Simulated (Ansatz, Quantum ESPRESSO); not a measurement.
# Mode couplings of In (I4/mmm) in a second program, part 2 of 4

Each step names its level of theory.

So far. Step 2 (Relaxing tightly for phonons): The largest force is now zero by symmetry and the largest stress component 0.0013 GPa. Step 3 (Ground state with pw.x): With these potentials, mesh and smearing the cell is at -0.92 GPa. The relaxed cell has a = 3.291, c = 5.086 Å (conventional setting).

### Step 4. Second program, linear response: Fermi–Dirac smearing of 0.1 eV

Level of this step: DFT PBE, scalar-relativistic, plane waves, GBRV ultrasoft pseudopotentials (Quantum ESPRESSO).

ph.x gives each mode's frequency and linewidth; λ of a mode follows from Gaussian double-delta sums over the k mesh, here at four widths.

Input file ph.in:

```
phonons and couplings
&INPUTPH
  prefix          = 'x'
  outdir          = './tmp'
  tr2_ph          = 1.0d-15
  fildyn          = 'x.dyn'
  fildvscf        = 'dvscf'
  ldisp           = .true.
  nq1             = 3
  nq2             = 3
  nq3             = 3
  electron_phonon = 'simple'
  el_ph_ngauss    = 0
  el_ph_sigma     = 0.00734986
  el_ph_nsigma    = 4
  alpha_mix(1)    = 0.5
  amass(1)        = 114.818
/
```

Command:

```
$ OMP_NUM_THREADS=1 mpirun -n 4 ph.x -nk 4 -in ph.in > ph.x.log
```

The log of the run:

```text
[banner, memory and clock lines left out]
Program PHONON v.7.5

     ./tmp/x.save/

     IMPORTANT: XC functional enforced from input :
     Exchange-correlation= PBE
                           (   1   4   3   4   0   0   0)
     Any further DFT definition will be discarded
     Please, verify this is what you really want

     G-vector sticks info

     Reading collected, re-writing distributed wavefunctions in ./tmp/

     Dynamical matrices for ( 3, 3, 3)  uniform grid of q-points
     (   6 q-points):
       N         xq(1)         xq(2)         xq(3)
       1   0.000000000   0.000000000   0.000000000
       2   0.349110115   0.349110115   0.000000000
       3   0.349110115   0.000000000   0.225933868
       4   0.698220230   0.349110115   0.225933868
       5  -0.000000000  -0.000000000   0.451867736
       6  -0.000000000   0.698220230  -0.000000000

     Number and degeneracy of irreps per q-point
       N         xq(1)         xq(2)         xq(3)   N irreps
       1   0.000000000   0.000000000   0.000000000       2
        1   2
       2   0.349110115   0.349110115   0.000000000       3
     No degeneracy
       3   0.349110115   0.000000000   0.225933868       3
     No degeneracy
       4   0.698220230   0.349110115   0.225933868       3
     No degeneracy
       5  -0.000000000  -0.000000000   0.451867736       2
        1   2
       6  -0.000000000   0.698220230  -0.000000000       3
     No degeneracy

     Saving dvscf to file. Distribute only q points, not irreducible representations.

     Calculation of q =    0.0000000   0.0000000   0.0000000

     phonons and couplings

     bravais-lattice index     =            0
     lattice parameter (alat)  =       6.5140  a.u.
     unit-cell volume          =     185.8803 (a.u.)^3
     number of atoms/cell      =            1
     number of atomic types    =            1
     kinetic-energy cut-off    =      45.0000  Ry
     charge density cut-off    =     360.0000  Ry
     convergence threshold     =      1.0E-15
     beta                      =       0.5000
     number of iterations used =            4
     Exchange-correlation= PBE
                           (   1   4   3   4   0   0   0)

     celldm(1)=    6.51395  celldm(2)=    0.00000  celldm(3)=    0.00000
     celldm(4)=    0.00000  celldm(5)=    0.00000  celldm(6)=    0.00000

     crystal axes: (cart. coord. in units of alat)
               a(1) = ( -0.4774  0.4774  0.7377 )
               a(2) = (  0.4774 -0.4774  0.7377 )
               a(3) = (  0.4774  0.4774 -0.7377 )

     reciprocal axes: (cart. coord. in units 2 pi/alat)
               b(1) = (  0.0000  1.0473  0.6778 )
               b(2) = (  1.0473  0.0000  0.6778 )
               b(3) = (  1.0473  1.0473  0.0000 )

     Atoms inside the unit cell:

     Cartesian axes

     site n.  atom      mass           positions (alat units)
        1  In    114.8180   tau(    1) = (    0.00000    0.00000    0.00000  )

     Computing dynamical matrix for
                    q = (   0.0000000   0.0000000   0.0000000 )

     17 Sym.Ops. (with q -> -q+G )

     G cutoff =  386.9293  (  21413 G-vectors)     FFT grid: ( 40, 40, 40)
     G cutoff =  193.4647  (   7585 G-vectors)  smooth grid: ( 27, 27, 27)

     number of k points=   163  Fermi-Dirac smearing, width (Ry)=  0.0073

     PseudoPot. # 1 for In read from file:
     ./pseudo/In.upf
     Pseudo is Ultrasoft + core correction, Zval = 13.0
     Using radial grid of  889 points,  6 beta functions with:
                l(1) =   0
                l(2) =   0
                l(3) =   1
                l(4) =   1
                l(5) =   2
                l(6) =   2
     Q(r) pseudized with  6 coefficients,  rinner =    1.400   1.400   1.400
                                                       1.400   1.400

     Mode symmetry, D_4h(4/mmm) point group:

     Atomic displacements:
     There are    2 irreducible representations

     Representation     1      1 modes -  To be done

     Representation     2      2 modes -  To be done

     Alpha used in Ewald sum =   2.8000

     Representation #   1 mode #   1

     Self-consistent Calculation

     Pert. #  1: Fermi energy shift (Ry) =    -3.3087E-24    -7.5232E-37

      thresh= 1.000E-02 alpha_mix =  0.500 |ddv_scf|^2 =  2.184E-05

     Pert. #  1: Fermi energy shift (Ry) =     1.6544E-24    -4.7020E-38

      thresh= 4.673E-04 alpha_mix =  0.500 |ddv_scf|^2 =  2.769E-07

     Pert. #  1: Fermi energy shift (Ry) =     1.6544E-24    -2.9387E-39

      thresh= 5.262E-05 alpha_mix =  0.500 |ddv_scf|^2 =  3.058E-09

     Pert. #  1: Fermi energy shift (Ry) =     0.0000E+00     2.2959E-41

      thresh= 5.530E-06 alpha_mix =  0.500 |ddv_scf|^2 =  3.179E-11

     Pert. #  1: Fermi energy shift (Ry) =    -2.0680E-25    -9.1835E-41

      thresh= 5.638E-07 alpha_mix =  0.500 |ddv_scf|^2 =  2.197E-12

     Pert. #  1: Fermi energy shift (Ry) =     0.0000E+00    -9.1835E-41

      thresh= 1.482E-07 alpha_mix =  0.500 |ddv_scf|^2 =  6.260E-14

     Pert. #  1: Fermi energy shift (Ry) =    -2.0680E-25    -9.1835E-41

      thresh= 2.502E-08 alpha_mix =  0.500 |ddv_scf|^2 =  9.433E-17

     End of self-consistent calculation

     Convergence has been achieved

     Representation #   2 modes #   2   3

     Self-consistent Calculation

     Pert. #  1: Fermi energy shift (Ry) =     8.2718E-25     9.4040E-38
     Pert. #  2: Fermi energy shift (Ry) =    -1.2408E-24     1.8808E-37

      thresh= 1.000E-02 alpha_mix =  0.500 |ddv_scf|^2 =  5.317E-06

     Pert. #  1: Fermi energy shift (Ry) =     0.0000E+00    -5.8775E-39
     Pert. #  2: Fermi energy shift (Ry) =     3.3087E-24    -1.1755E-38

      thresh= 2.306E-04 alpha_mix =  0.500 |ddv_scf|^2 =  7.114E-08

     Pert. #  1: Fermi energy shift (Ry) =    -8.2718E-25    -2.1138E-54
     Pert. #  2: Fermi energy shift (Ry) =    -4.1359E-25     0.0000E+00

      thresh= 2.667E-05 alpha_mix =  0.500 |ddv_scf|^2 =  8.872E-10

     Pert. #  1: Fermi energy shift (Ry) =    -8.2718E-25    -4.5918E-41
     Pert. #  2: Fermi energy shift (Ry) =     8.2718E-25    -9.1835E-41

      thresh= 2.979E-06 alpha_mix =  0.500 |ddv_scf|^2 =  8.984E-12

     Pert. #  1: Fermi energy shift (Ry) =     8.2718E-25    -4.5918E-41
     Pert. #  2: Fermi energy shift (Ry) =     0.0000E+00    -9.1835E-41

      thresh= 2.997E-07 alpha_mix =  0.500 |ddv_scf|^2 =  5.970E-13

     Pert. #  1: Fermi energy shift (Ry) =     4.1359E-25    -4.5918E-41
     Pert. #  2: Fermi energy shift (Ry) =     4.1359E-25    -9.1835E-41

      thresh= 7.727E-08 alpha_mix =  0.500 |ddv_scf|^2 =  1.719E-14

     Pert. #  1: Fermi energy shift (Ry) =    -8.2718E-25    -4.5918E-41
[...]
unit-cell volume          =     185.8803 (a.u.)^3
     number of atoms/cell      =            1
     number of atomic types    =            1
     number of electrons       =        13.00
     number of Kohn-Sham states=           14
     kinetic-energy cutoff     =      45.0000  Ry
     charge density cutoff     =     360.0000  Ry
     Exchange-correlation= PBE
                           (   1   4   3   4   0   0   0)

     celldm(1)=   6.513951  celldm(2)=   0.000000  celldm(3)=   0.000000
     celldm(4)=   0.000000  celldm(5)=   0.000000  celldm(6)=   0.000000

     crystal axes: (cart. coord. in units of alat)
               a(1) = (  -0.477404   0.477404   0.737679 )
               a(2) = (   0.477404  -0.477404   0.737679 )
               a(3) = (   0.477404   0.477404  -0.737679 )

     reciprocal axes: (cart. coord. in units 2 pi/alat)
               b(1) = (  0.000000  1.047330  0.677802 )
               b(2) = (  1.047330  0.000000  0.677802 )
               b(3) = (  1.047330  1.047330  0.000000 )

     PseudoPot. # 1 for In read from file:
     ./pseudo/In.upf
     Pseudo is Ultrasoft + core correction, Zval = 13.0
     Using radial grid of  889 points,  6 beta functions with:
[...]
l(5) =   2
                l(6) =   2
     Q(r) pseudized with  6 coefficients,  rinner =    1.400   1.400   1.400
                                                       1.400   1.400

     atomic species   valence    mass     pseudopotential
     In               13.00   114.81800     In( 1.00)

     16 Sym. Ops., with inversion, found

   Cartesian axes

     site n.     atom                  positions (alat units)
         1        In     tau(   1) = (   0.0000000   0.0000000   0.0000000  )

     number of k points=  1020  Fermi-Dirac smearing, width (Ry)=  0.0073

     Number of k-points >= 100: set verbosity='high' to print them.

     Dense  grid:    21413 G-vectors     FFT dimensions: (  40,  40,  40)

     Smooth grid:     7585 G-vectors     FFT dimensions: (  27,  27,  27)

     The potential is recalculated from file :
     ./tmp/_ph0/x.q_6/x.save/charge-density

     Starting wfcs are    9 atomic +    5 random wfcs

     Band Structure Calculation
     Davidson diagonalization with overlap

     ethr =  7.69E-11,  avg # of iterations = 16.6

     End of band structure calculation

     Number of k-points >= 100: set verbosity='high' to print the bands.

     the Fermi energy is     9.5387 ev

     Writing config to output data dir ./tmp/_ph0/x.q_6/x.save/ :
     XML data file

     phonons and couplings

     bravais-lattice index     =            0
     lattice parameter (alat)  =       6.5140  a.u.
     unit-cell volume          =     185.8803 (a.u.)^3
     number of atoms/cell      =            1
     number of atomic types    =            1
     kinetic-energy cut-off    =      45.0000  Ry
     charge density cut-off    =     360.0000  Ry
     convergence threshold     =      1.0E-15
     beta                      =       0.5000
     number of iterations used =            4
     Exchange-correlation= PBE
                           (   1   4   3   4   0   0   0)

     celldm(1)=    6.51395  celldm(2)=    0.00000  celldm(3)=    0.00000
     celldm(4)=    0.00000  celldm(5)=    0.00000  celldm(6)=    0.00000

     crystal axes: (cart. coord. in units of alat)
               a(1) = ( -0.4774  0.4774  0.7377 )
               a(2) = (  0.4774 -0.4774  0.7377 )
               a(3) = (  0.4774  0.4774 -0.7377 )

     reciprocal axes: (cart. coord. in units 2 pi/alat)
               b(1) = (  0.0000  1.0473  0.6778 )
               b(2) = (  1.0473  0.0000  0.6778 )
               b(3) = (  1.0473  1.0473  0.0000 )

     Atoms inside the unit cell:

     Cartesian axes

     site n.  atom      mass           positions (alat units)
        1  In    114.8180   tau(    1) = (    0.00000    0.00000    0.00000  )

     Computing dynamical matrix for
                    q = (  -0.0000000   0.6982202  -0.0000000 )

      4 Sym.Ops. (no q -> -q+G )

     G cutoff =  386.9293  (  21413 G-vectors)     FFT grid: ( 40, 40, 40)
     G cutoff =  193.4647  (   7585 G-vectors)  smooth grid: ( 27, 27, 27)

     number of k points=  1020  Fermi-Dirac smearing, width (Ry)=  0.0073

     PseudoPot. # 1 for In read from file:
     ./pseudo/In.upf
     Pseudo is Ultrasoft + core correction, Zval = 13.0
     Using radial grid of  889 points,  6 beta functions with:
                l(1) =   0
                l(2) =   0
                l(3) =   1
                l(4) =   1
                l(5) =   2
                l(6) =   2
     Q(r) pseudized with  6 coefficients,  rinner =    1.400   1.400   1.400
                                                       1.400   1.400

     Mode symmetry, C_2v (mm2)  point group:

     Atomic displacements:
     There are    3 irreducible representations

     Representation     1      1 modes -  To be done

     Representation     2      1 modes -  To be done

     Representation     3      1 modes -  To be done

     Alpha used in Ewald sum =   2.8000

     Representation #   1 mode #   1

     Self-consistent Calculation

[...]
End of self-consistent calculation

     Convergence has been achieved

     Representation #   2 mode #   2

     Self-consistent Calculation

[...]
End of self-consistent calculation

     Convergence has been achieved

     Representation #   3 mode #   3

     Self-consistent Calculation

      thresh= 1.000E-02 alpha_mix =  0.500 |ddv_scf|^2 =  1.460E-04

      thresh= 1.208E-03 alpha_mix =  0.500 |ddv_scf|^2 =  1.651E-05

      thresh= 4.063E-04 alpha_mix =  0.500 |ddv_scf|^2 =  9.068E-08

      thresh= 3.011E-05 alpha_mix =  0.500 |ddv_scf|^2 =  7.958E-10

      thresh= 2.821E-06 alpha_mix =  0.500 |ddv_scf|^2 =  7.048E-11

      thresh= 8.395E-07 alpha_mix =  0.500 |ddv_scf|^2 =  6.819E-13

      thresh= 8.258E-08 alpha_mix =  0.500 |ddv_scf|^2 =  2.228E-15

      thresh= 4.720E-09 alpha_mix =  0.500 |ddv_scf|^2 =  4.382E-16

     End of self-consistent calculation

     Convergence has been achieved

     Number of q in the star =    4
     List of q in the star:
          1  -0.000000000   0.698220230  -0.000000000
          2  -0.698220230  -0.000000000  -0.000000000
          3  -0.000000000  -0.698220230  -0.000000000
          4   0.698220230  -0.000000000  -0.000000000

     Diagonalizing the dynamical matrix

     q = (   -0.000000000   0.698220230  -0.000000000 )

 **************************************************************************
     freq (    1) =       0.990131 [THz] =      33.027217 [cm-1]
     freq (    2) =       2.305319 [THz] =      76.897148 [cm-1]
     freq (    3) =       2.617991 [THz] =      87.326764 [cm-1]
 **************************************************************************

     Mode symmetry, C_2v (mm2)  point group:

     freq (   1-   1) =         33.0  [cm-1]   --> B_1  D_3  S_3
     freq (   2-   2) =         76.9  [cm-1]   --> B_2  D_4  S_4
     freq (   3-   3) =         87.3  [cm-1]   --> A_1  D_1  S_1

     Gaussian Broadening:   0.007 Ry, ngauss=   0
     DOS =  2.768675 states/spin/Ry/Unit Cell at Ef=  9.549810 eV
     double delta at Ef = 68.256116
[...]
Gaussian Broadening:   0.015 Ry, ngauss=   0
     DOS =  2.970052 states/spin/Ry/Unit Cell at Ef=  9.540540 eV
     double delta at Ef = 33.295827
[...]
lambda(    2)=  0.3663   gamma=    5.52 GHz
     lambda(    3)=  0.6943   gamma=   13.50 GHz

     Gaussian Broadening:   0.022 Ry, ngauss=   0
     DOS =  3.180913 states/spin/Ry/Unit Cell at Ef=  9.535292 eV
     double delta at Ef = 28.923408
     lambda(    1)=  0.3744   gamma=    1.11 GHz
     lambda(    2)=  0.3963   gamma=    6.40 GHz
     lambda(    3)=  0.5002   gamma=   10.41 GHz

     Gaussian Broadening:   0.029 Ry, ngauss=   0
     DOS =  3.256627 states/spin/Ry/Unit Cell at Ef=  9.535585 eV
     double delta at Ef = 26.284427
     lambda(    1)=  0.4317   gamma=    1.32 GHz
     lambda(    2)=  0.3741   gamma=    6.18 GHz
     lambda(    3)=  0.4039   gamma=    8.61 GHz
```

Wall time 19 min (4 MPI ranks of Arm Neoverse V1, shared host); 76 min of CPU time.

Numbers from this step:

```
highest frequency, solved or plainly interpolated : 91.22 cm⁻¹
omega log against width                           : 9.202, 7.307, 6.115, 5.713 meV, at widths 0.1 to 0.4 eV
```

As ph.x prints them, no sum rule imposed; at the zone centre the sum is no linewidth. Double-delta sums:

| q1 | q2 | q3 | star | mode | omega (meV) | lambda_q, sigma 0.1 eV | lambda_q, sigma 0.2 eV | lambda_q, sigma 0.3 eV | lambda_q, sigma 0.4 eV | half width at sigma 0.2 (meV) |
| --- | --- | --- | --- | --- | --- | --- | --- | --- | --- | --- |
| 0 | 0 | 0 | 1 | 1 | 0.5952 | 0 | 0 | 0 | 0 | 4.14e-5 |
| 0 | 0 | 0 | 1 | 2 | 0.5952 | 0 | 0 | 0 | 0 | 4.14e-5 |
| 0 | 0 | 0 | 1 | 3 | 0.5955 | 0 | 0 | 0 | 0 | 0 |
| 0 | 0 | 0.3333 | 4 | 1 | 4.831 | 0.0154 | 0.1163 | 0.223 | 0.3226 | 0.001861 |
| 0 | 0 | 0.3333 | 4 | 2 | 7.194 | 0.0118 | 0.1251 | 0.16 | 0.1814 | 0.004425 |
| 0 | 0 | 0.3333 | 4 | 3 | 10.53 | 1.497 | 0.8852 | 0.6164 | 0.4882 | 0.06733 |
| 0 | 0.3333 | 0 | 8 | 1 | 2.512 | 0.0045 | 0.3007 | 0.6518 | 0.7938 | 0.001282 |
| 0 | 0.3333 | 0 | 8 | 2 | 3.831 | 0.4227 | 0.1891 | 0.3074 | 0.4013 | 0.001902 |
| 0 | 0.3333 | 0 | 8 | 3 | 11.31 | 0.3269 | 0.1403 | 0.207 | 0.2523 | 0.01232 |
| 0 | 0.3333 | 0.3333 | 8 | 1 | 5.628 | 0.2663 | 0.4942 | 0.4551 | 0.401 | 0.01075 |
| 0 | 0.3333 | 0.3333 | 8 | 2 | 10.18 | 1.843 | 0.5486 | 0.3862 | 0.355 | 0.039 |
| 0 | 0.3333 | 0.3333 | 8 | 3 | 10.75 | 0.0374 | 0.1117 | 0.172 | 0.1909 | 0.00885 |
| 0.3333 | 0.3333 | -0.3333 | 2 | 1 | 4.369 | 0.0472 | 0.2113 | 0.2755 | 0.3151 | 0.002771 |
| 0.3333 | 0.3333 | -0.3333 | 2 | 2 | 4.369 | 0.0472 | 0.2113 | 0.2755 | 0.3151 | 0.002771 |
| 0.3333 | 0.3333 | -0.3333 | 2 | 3 | 9.966 | 2.03 | 0.9522 | 0.6238 | 0.4801 | 0.06485 |
| 0.3333 | -0.3333 | 0.3333 | 4 | 1 | 4.095 | 0.0022 | 0.1922 | 0.3744 | 0.4317 | 0.002192 |
| 0.3333 | -0.3333 | 0.3333 | 4 | 2 | 9.534 | 0.06 | 0.3663 | 0.3963 | 0.3741 | 0.02283 |
| 0.3333 | -0.3333 | 0.3333 | 4 | 3 | 10.83 | 1.59 | 0.6943 | 0.5002 | 0.4039 | 0.05583 |

Mean over the q mesh without its centre; few wavevectors enter, so none of the widths can be taken as converged. The coupling constant λ, lambda by Gaussian width:

| Gaussian width (eV) | coupling constant λ, lambda |
| --- | --- |
| 0.100 | 1.54 |
| 0.200 | 1.02 |
| 0.300 | 1.11 |
| 0.400 | 1.16 |

λ runs from 1.54 at 0.1 eV to 1.16 at 0.4 eV.

(Continued in part 3 of 4.)

[Logs are printed without paths, hosts, clocks, repeated set-up lines and the standing remarks that a program may print on its own settings, such as how far it seeks lower states.]

[Hosts, paths, dates, database ids (printed as entryN), source tags and the programs' standing remarks are cut or masked in the printed files.]
